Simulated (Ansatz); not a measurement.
**Quasiparticle gap of SnO2 (Pnnm)**

Aim: the quasiparticle gap of SnO2 (Pnnm), starting from LDA.

Calculated with Ansatz 0.2.0; LDA, then G0W0 on it, plane waves, PAW.

Most raw output is cut from this account.

In doubt: masses and optical values from hybrid runs of this build are listed as unsure (in some of the runs), which bears on the screening that GW takes from such a start.

### Step 1. The structure

The structure is orthorhombic, space group Pnnm (No. 58). The conventional cell has a = 4.788 Å, b = 4.867 Å, c = 3.241 Å, α = 90.00°, β = 90.00°, γ = 90.00°. Nearest to Sn lie 6 O at 2.09 to 2.10 Å. O has 3 Sn at 2.09 to 2.10 Å nearest. Farther neighbours and most contacts between anions are not listed.

The cell and positions are those that the Materials Project relaxed with its own functionals (PBE, PBE+U or r2SCAN), kept fixed. This is not the form that SnO2 usually takes at ambient conditions. At the settings of the band run the largest force is still 0.18 eV/Å.

The logs state that the PAW files were generated under PBE.

### Step 2. Bands along the symmetry lines

Levels along a band path and on the mesh show where this functional puts the band edges.

This step: DFT, LDA, plane waves, PAW; PAW set soft_1.

input.yaml

```yaml
crystal:
  lattice:
    - [4.788004, 0.0, 0.0]
    - [0.0, 4.866582, 0.0]
    - [0.0, 0.0, 3.240898]
  atoms:
    - { symbol: Sn, position: [0.5, 0.5, 0.5] }
    - { symbol: Sn, position: [0.0, 0.0, 0.0] }
    - { symbol: O, position: [0.291855, 0.321042, 0.0] }
    - { symbol: O, position: [0.791855, 0.178958, 0.5] }
    - { symbol: O, position: [0.208145, 0.821042, 0.5] }
    - { symbol: O, position: [0.708145, 0.678958, 0.0] }
kpoints:
  mp_grid: { grid: [6, 6, 8] }
  band_path:
    path:
      - [[0.0, 0.0, 0.0], [0.5, 0.0, 0.0], [0.5, 0.5, 0.0], [0.0, 0.5, 0.0], [0.0, 0.0, 0.0], [0.0, 0.0, 0.5], [0.5, 0.0, 0.5], [0.5, 0.5, 0.5], [0.0, 0.5, 0.5], [0.0, 0.0, 0.5]]
      - [[0.5, 0.0, 0.0], [0.5, 0.0, 0.5]]
      - [[0.0, 0.5, 0.0], [0.0, 0.5, 0.5]]
      - [[0.5, 0.5, 0.0], [0.5, 0.5, 0.5]]
    npoints: 10
hamiltonian:
  xc: lda
  pseudopotentials: { kind: paw, azcp: { folder: soft_1 }, xc_functional: pbe }
scf:
  occupations: { method: fermi_dirac, width: 0.02 }
  n_extra_bands: 6
output:
  eigenvalues: true
  forces: true
  stress: true
  write_density: true
  write_potential: true
  elf: true
  volumetric_format: npy
```

Launch:

```sh
ansatz run input.yaml --threads 2 --pin off --max-ram 92160MiB --backend cuda --events-out ev --progress --plain --runs-dir out --devices 1 --max-vram 13GiB
```

Run time: 6.3 s. Hardware: 1 × NVIDIA H100 80GB HBM3 (shared by 6 runs) with 2 threads of AMD EPYC 7R13 (Zen 3), shared host; peak memory 0.95 GiB.

This step gave:

```yaml
pressure: -11.45 GPa
filled_bands: 26
gap: 0.6752 eV
valence_top_at: k = (0.100, 0.000, 0.000)
conduction_bottom_at: Γ
least_direct_gap: 0.6861 eV
```

Over mesh and path the gap is 0.675 eV, from k = (0.100, 0.000, 0.000) to k = Γ. The least direct gap found is 0.686 eV, at k = Γ. The pressure in this cell is -11 GPa; the cell is kept.

Electronic bands along the path, in eV, zero at the top of the highest nominally filled band:

```
    point  band 23  band 24  band 25  band 26  band 27  band 28  band 29  band 30
        Γ    -1.16    -0.64    -0.63    -0.01     0.68     5.51     5.86     6.01
  halfway    -1.15    -1.15    -0.59    -0.12     1.93     4.99     6.08     6.25
        X    -1.14    -1.14    -0.44    -0.44     3.71     3.71     6.42     6.42
  halfway    -1.19    -1.19    -0.60    -0.60     3.95     3.95     6.71     6.71
        S    -1.26    -1.26    -0.73    -0.73     4.17     4.17     7.00     7.00
  halfway    -1.19    -1.19    -0.64    -0.64     4.02     4.02     6.95     6.95
        Y    -1.12    -1.12    -0.57    -0.57     3.87     3.87     6.87     6.87
  halfway    -1.17    -1.12    -0.61    -0.31     2.02     5.10     6.32     6.42
        Γ    -1.16    -0.64    -0.63    -0.01     0.68     5.51     5.86     6.01
  halfway    -2.47    -0.74    -0.67    -0.39     3.20     6.19     7.86     7.97
        Z    -1.47    -1.47    -1.05    -1.05     5.44     5.44     9.18     9.18
  halfway    -1.34    -1.34    -0.87    -0.87     5.56     5.56     8.28     8.28
        U    -0.83    -0.83    -0.73    -0.73     5.74     5.74     7.58     7.58
  halfway    -1.01    -1.01    -0.73    -0.73     4.84     4.84     8.19     8.19
        R    -0.85    -0.85    -0.66    -0.66     4.23     4.23     8.43     8.43
  halfway    -0.96    -0.96    -0.78    -0.78     4.76     4.76     8.10     8.10
        T    -1.04    -1.04    -0.62    -0.62     5.64     5.64     7.36     7.36
  halfway    -1.24    -1.24    -1.02    -1.02     5.52     5.52     8.14     8.14
        Z    -1.47    -1.47    -1.05    -1.05     5.44     5.44     9.18     9.18
jump to X    -1.14    -1.14    -0.44    -0.44     3.71     3.71     6.42     6.42
  halfway    -1.27    -1.27    -0.58    -0.58     4.83     4.83     8.17     8.17
        U    -0.83    -0.83    -0.73    -0.73     5.74     5.74     7.58     7.58
jump to Y    -1.12    -1.12    -0.57    -0.57     3.87     3.87     6.87     6.87
  halfway    -1.26    -1.26    -0.76    -0.76     4.88     4.88     8.19     8.19
        T    -1.04    -1.04    -0.62    -0.62     5.64     5.64     7.36     7.36
jump to S    -1.26    -1.26    -0.73    -0.73     4.17     4.17     7.00     7.00
```

ELF in the ab plane at fractional z = 0.000, with atoms of Sn and O within 0.2 Å of it. It is the smooth field of the valence electrons, not physical close to the nuclei.

Ten even steps from '_' (0.00) to '@' (0.85), each cell a mean:
```
____::..________..::::::..__
....::..______::**##**==::..
::::..______..**@@@@@@%%==::
....________::##@@%%**@@##--
____________..**@@**++@@@@==
______........--##%%@@@@%%==
__..++##**==....==##%%%%++..
__++%%@@@@%%++....::==--..__
..**@@%%**%%%%--____________
::**@@##==%%@@++..__________
::--##@@@@@@@@==________....
..::==##%%%%**::______..::::
__..::--====::______..::..__
____......__________..::..__
```
Columns run along a (4.8 Å), rows up along b (4.9 Å). Atoms in or near the plane, at fractional coordinates: Sn at (0.00, 0.00), O at (0.29, 0.32), O at (0.71, 0.68).

Electrostatic potential energy in the ab plane at fractional z = 0.000, with atoms of Sn and O within 0.2 Å of it. With pseudopotentials it is smooth inside the atoms' cores, unlike the true potential.

Ten even steps from '_' (-28 eV) to '@' (16 eV), each cell a mean:
```
@@++::**%%@@@@@@@@@@%%==::##
--::==##@@@@@@@@@@@@%%**--::
==++##%%@@@@@@@@%%++--****++
%%%%%%@@@@@@@@@@==____::##%%
@@@@@@@@@@@@@@%%--____..##@@
@@@@@@@@@@@@%%%%**::..++@@@@
@@@@@@@@%%%%%%%%%%####@@@@@@
@@@@@@++==++%%%%%%@@@@@@@@@@
@@@@**____..**%%@@@@@@@@@@@@
%%%%++______**@@@@@@@@@@@@%%
**##**::..==%%@@@@@@@@%%##**
::--++####%%@@@@@@@@%%##==::
**----##@@@@@@@@@@@@%%++::++
@@##::**%%@@@@@@@@@@%%==--@@
```
Columns run along a (4.8 Å; values clipped at the 3rd and 97th percentile), rows up along b (4.9 Å). Atoms in or near the plane, at fractional coordinates: Sn at (0.00, 0.00), O at (0.29, 0.32), O at (0.71, 0.68).

### Step 3. One-shot GW

G0W0 replaces the xc potential by a self-energy built once from the orbitals of the start. Levels are corrected in the window of bands that the input names, at points of the mesh.

This step: G0W0 on LDA, plane waves, PAW; PAW set soft_1.

input.yaml, the sections that differ from step 2:

```yaml
kpoints:
  mp_grid: { grid: [4, 4, 6] }
scf:
  occupations: { method: fixed }
gw:
  n_empty_bands: 598
  ecut_chi: 230.0
  qp_bands: [v2, c2]
  qp_kpoints: band_edges
  screening: { model: contour_deformation }
# crystal, hamiltonian: as in step 2
# output: removed
```

Wall time 72 s (1 × NVIDIA H100 80GB HBM3 (shared by 6 runs) with 2 threads); peak memory 4 GiB; 2.1 min of CPU time.

This step gave:

```
bands summed                                    : 624
RPA ε∞ on this mesh (eigenvalues)               : 5.140, 5.409, 5.435
plane waves in the screening matrix             : 583
q-points in the mesh                            : 96
G0W0 gap over the corrected points              : 1.950 eV
k of the valence top                            : 0, 0, 0
k of the conduction bottom                      : 0, 0, 0
starting gap on the mesh                        : 0.6854 eV
Z at the valence top                            : 0.7269
Z at the conduction bottom                      : 0.7902
least direct G0W0 gap over the corrected points : 1.950 eV
```

Over 14 of 36 irreducible mesh points the G0W0 gap is 1.950 eV, direct, at k = Γ. The LDA gap of this run on the mesh is 0.685 eV. The two states that bound the G0W0 gap lie that far apart at the start, so the correction of the gap is 1.950 − 0.685 = +1.265 eV. The start of this run differs from the step before in mesh (6×6×8 and 4×4×6).

Labels follow the order of the start: v1 is the top filled band, c1 the lowest empty one; levels that stay degenerate share a row, the window can cut a multiplet, doubted levels are not marked in this list, bands outside the window were not corrected, and the list may be a part of the corrected levels. The levels before and after the correction (eV, zero at the valence-band top of each column):

```
           conduction bottom  valence top
Kohn-Sham               0.69         0.00
     G0W0               1.95         0.00
```

```
           level  occupation  energy (eV)
Kohn-Sham   Γ v2           2       -0.619
Kohn-Sham   Γ v1           2        0.000
Kohn-Sham   Γ c1           0        0.685
Kohn-Sham   Γ c2           0        5.524
     G0W0   Γ v2           2       -0.617
     G0W0   Γ v1           2        0.000
     G0W0   Γ c1           0        1.950
     G0W0   Γ c2           0        7.282
```

The parts of the quasiparticle energy for the two states that bound the G0W0 gap, in eV on the run's own scale (QP = start + Σx + Σc − Vxc, with Σc at the quasiparticle energy):

```
             edge  k  band  start       Σx      Σc      Vxc      Z     QP
      valence top  Γ    26  8.286  −26.110   4.490  −20.916  0.727  7.582
conduction bottom  Γ    27  8.971  −15.735  −2.834  −19.130  0.790  9.532
```

### Step 4. Spin-orbit coupling in LDA

This run has two-component orbitals with spin-orbit coupling.

This step: DFT, LDA with spin-orbit coupling, plane waves, PAW; PAW set soft_1.

input.yaml

```yaml
crystal:
  lattice:
    - [4.788004, 0.0, 0.0]
    - [0.0, 4.866582, 0.0]
    - [0.0, 0.0, 3.240898]
  atoms:
    - { symbol: Sn, position: [0.5, 0.5, 0.5] }
    - { symbol: Sn, position: [0.0, 0.0, 0.0] }
    - { symbol: O, position: [0.291855, 0.321042, 0.0] }
    - { symbol: O, position: [0.791855, 0.178958, 0.5] }
    - { symbol: O, position: [0.208145, 0.821042, 0.5] }
    - { symbol: O, position: [0.708145, 0.678958, 0.0] }
kpoints:
  mp_grid: { grid: [6, 6, 8] }
  band_path:
    path:
      - [0.0, 0.0, 0.0]
      - [0.5, 0.0, 0.0]
      - [0.5, 0.5, 0.0]
      - [0.0, 0.5, 0.0]
      - [0.0, 0.0, 0.5]
      - [0.5, 0.0, 0.5]
      - [0.5, 0.5, 0.5]
      - [0.0, 0.5, 0.5]
      - [0.1, 0.0, 0.0]
    npoints: 1
hamiltonian:
  xc: lda
  pseudopotentials: { kind: paw_fr, azcp: { folder: soft_1 }, xc_functional: pbe }
scf:
  occupations: { method: fermi_dirac, width: 0.02 }
  n_extra_bands: 12
magnetization:
  noncollinear: true
  spin_orbit: true
output:
  eigenvalues: true
  forces: true
  stress: true
  write_density: true
  write_potential: true
  elf: true
  volumetric_format: npy
```

The job ended after 35 s (1 × NVIDIA H100 80GB HBM3 (shared by 6 runs) with 2 threads; peak memory 1.2 GiB; 60 s of CPU time).

This step gave:

```yaml
pressure: -11.49 GPa
gap: 0.6814 eV
valence_top_at: k = (0.100, 0.000, 0.000)
conduction_bottom_at: Γ
least_direct_gap: 0.6917 eV
```

Over mesh and listed points the gap is 0.681 eV, from k = (0.100, 0.000, 0.000) to k = Γ. The least direct gap found is 0.692 eV, at k = Γ. The pressure in this cell is -11 GPa; the cell is kept. LDA+SOC against LDA: 0.681 − 0.675 = +0.006 eV, with the same mesh, set of files (read in its fully relativistic form for the spin-orbit run) and cutoff, and both edges at the same k points. The spin-orbit run sees mesh and listed points alone, so its gap is an upper bound: the coupling can move an edge off these points, and the change over the zone, its sign included where it is small, is not known.

### Step 5. Side by side

Each gap is the least one over the points named; times are wall times on shared hosts, not benchmarks. A G0W0 time includes the run's own self-consistent start. Runs with listed points see these and the mesh alone, so an edge that moves elsewhere is missed. Rows marked * are further runs, not shown as steps, whose inputs differ from the G0W0 step on the same start in the columns given; solver thresholds can differ too.

```
    level   mesh       files, cutoff    bands summed, screening                            points  gap (eV)            valence top  conduction bottom  least direct gap (eV)   time
      LDA  6×6×8  soft_1 PAW, 420 eV                          -                     mesh and path     0.675  (0.100, 0.000, 0.000)                  Γ                  0.686  6.3 s
  LDA+SOC  6×6×8  soft_1 PAW, 420 eV                          -            mesh and listed points     0.681  (0.100, 0.000, 0.000)                  Γ                  0.692   35 s
G0W0@LDA*  4×4×6  soft_1 PAW, 420 eV                 124, 69 eV  14 of 36 irreducible mesh points     1.873                      Γ                  Γ                  1.873   28 s
G0W0@LDA*  4×4×6  soft_1 PAW, 420 eV                303, 138 eV  14 of 36 irreducible mesh points     1.930                      Γ                  Γ                  1.930   88 s
 G0W0@LDA  4×4×6  soft_1 PAW, 420 eV                624, 230 eV  14 of 36 irreducible mesh points     1.950                      Γ                  Γ                  1.950   72 s
G0W0@LDA*  4×4×4  soft_1 PAW, 420 eV                303, 138 eV  15 of 27 irreducible mesh points     1.909                      Γ                  Γ                  1.909   53 s
G0W0@LDA*  4×4×6  soft_1 PAW, 420 eV  303, 138 eV, plasmon pole  14 of 36 irreducible mesh points     2.000                      Γ                  Γ                  2.000   59 s
```

### Step 6. What came out

| Quantity | Value |
| --- | --- |
| LDA gap over mesh and path | 0.675 eV, from k = (0.100, 0.000, 0.000) to k = Γ |
| G0W0@LDA gap over 14 of 36 irreducible mesh points | 1.950 eV, direct, at k = Γ |
| LDA+SOC gap over mesh and listed points | 0.681 eV |
| estimated limit in bands and cutoff, on this mesh | 1.969 eV |
| GW settings | 4×4×6 mesh, 598 empty bands, screening to 230 eV, PAW set soft_1 files |
| known limits | finite bands, screening cutoff and k mesh; no spin-orbit coupling in G0W0 |

Over 14 of 36 irreducible mesh points the G0W0 gap is 1.950 eV, direct, at k = Γ. The LDA gap of this run on the mesh is 0.685 eV. The two states that bound the G0W0 gap lie that far apart at the start, so the correction of the gap is 1.950 − 0.685 = +1.265 eV. The valence state moves by 7.582 − 8.286 = −0.704 eV and the conduction state by 9.532 − 8.971 = +0.561 eV, on the run's own scale; with 124 bands the edge states move by −0.204 and +0.983 eV, so the split between the edges depends on the bands and cutoff. Over mesh and path, LDA puts the valence top at k = (0.100, 0.000, 0.000), where no G0W0 correction was computed. The G0W0 gap over the whole zone is therefore not known from this run; at its settings it can only be equal to or under the 1.950 eV found, and no correction is carried over from another point. For the start itself the gap is 0.675 eV over mesh and path and 0.685 eV on the mesh of the G0W0 run, in runs that differ in mesh (6×6×8 and 4×4×6). From 124 bands and 69 eV to 624 bands and 230 eV the gap moves by 1.950 − 1.873 = +0.077 eV (rung by rung 1.873, 1.930, 1.950 eV); bands and screening cutoff rise together, so their parts are not told apart. A line in one over the bands through the two highest rungs gives 1.950 + (1.950 − 1.930) × 303 / (624 − 303) = 1.969 eV, and through the pair below 1.930 + (1.930 − 1.873) × 124 / (303 − 124) = 1.969 eV. The two agree within 0.03 eV and the same two states bound the gap in each rung, so 1.969 eV is taken as an estimate of the limit on this mesh. With the 4×4×4 mesh in place of the 4×4×6 mesh and all else as in the G0W0@LDA row with 303 bands, the gap differs by 1.909 − 1.930 = −0.021 eV, and that of the start by 0.684 − 0.685 = −0.001 eV. With the plasmon pole model in place of the contour deformation model and all else as in the G0W0@LDA row with 303 bands, the gap differs by 2.000 − 1.930 = +0.070 eV. G0W0 on other starts in this series, not shown as steps and not all at these settings: 2.958 eV on HSE06 (4×4×6, soft_1 PAW, 303 bands, 138 eV) and 3.172 eV on PBE0 (4×4×6, soft_1 PAW, 303 bands, 138 eV). LDA+SOC against LDA: 0.681 − 0.675 = +0.006 eV, with the same mesh, set of files (read in its fully relativistic form for the spin-orbit run) and cutoff, and both edges at the same k points. The spin-orbit run sees mesh and listed points alone, so its gap is an upper bound: the coupling can move an edge off these points, and the change over the zone, its sign included where it is small, is not known. What spin-orbit coupling does to the G0W0 levels was not computed, so no sum with the G0W0 gap is formed. The G0W0 runs are scalar-relativistic. G0W0@LDA runs of this series with other atomic data on the same mesh, not shown as steps, give 1.967 eV (hard PAW, 930 eV, 311 bands, screening to 138 eV; the table's row with the same empty bands and screening cutoff has 1.930 eV); where bands and cutoffs differ too, the part of the files is not isolated.

[Paths, hosts, dates, memory and timing lines, banners, echoed tables and standing remarks are left out of the program output.]

[Logs are printed without paths, hosts, clocks, repeated set-up lines and the standing remarks that a program may print on its own settings, such as how far it seeks lower states.]

[Runs of the session that timed out or met a known fault of the program may be left out.]

[Cells called generated may have been cut or substituted from an entry of the Crystallography Open Database or the Materials Project.]

[Hosts, paths, dates, database ids (printed as entryN), source tags and the programs' standing remarks are cut or masked in the printed files.]

[Where an RPA ε∞ is given, it is that of the G0W0 mesh and is not shown converged in it. Names of k-points follow the symmetry that the program found, which can be lower than the space group named. Band edges on a path are those of the sampled points; other points can move an edge, and change direct to indirect where valleys lie close.]

[Hybrid gaps are those of their k-mesh and are not shown converged in it.]
